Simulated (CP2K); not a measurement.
Consider N-methylformamide at its PBE geometry (Å).

```xyz
9

C    -1.1224    0.0232    0.0278
N     0.2258   -0.3940   -0.3352
C     1.3394    0.2253    0.1529
O     1.3293    1.2020    0.9025
H    -1.1343    1.1130    0.1422
H    -1.4475   -0.4234    0.9800
H    -1.8236   -0.2689   -0.7623
H     0.3551   -1.2313   -0.8934
H     2.2782   -0.2458   -0.2145
```

Method: CP2K XAS_TDP, all-electron GAPW, PBEh(45%), aug-cc-pVDZ, TDA, no relativity.

**Question.** Where do the O K-edge lines lie, and how strong are they?

Leading lines: O4 527.42 eV. The leading line of an atom is its first one with 35 % of the strongest within 2.5 eV of its lowest line over the strength cut. 

The first six lines of each atom with a strength over 0.0015:

| atom | energy (eV) | states | strength, one atom |
| --- | --- | --- | --- |
| O4 (bonded to C) | 527.42 | 1 | 0.0379 |
|  | 530.54 | 1 | 0.0016 |
|  | 532.36 | 1 | 0.0022 |
|  | 533.47 | 1 | 0.0037 |
|  | 533.82 | 1 | 0.0060 |
|  | 533.96 | 1 | 0.0023 |

Lines are vertical, at one geometry, with no vibrational structure. Without a correction of the core level, line positions, and the gaps between valence and Rydberg lines, follow the share of exact exchange. At this level such K lines come out 3 to 6 eV under measured ones. These values hold no scalar relativity, about 0.4 eV for O 1s. Rydberg lines, and the discretised continuum above threshold, depend on the basis and the box.

[Banner, clock and machine lines of the logs are left out without a mark of their own.]

[Logs are printed without paths, hosts, clocks, repeated set-up lines and the standing remarks that a program may print on its own settings, such as how far it seeks lower states.]

[Hosts, paths, dates, database ids (printed as entryN), source tags and the programs' standing remarks are cut or masked in the printed files.]
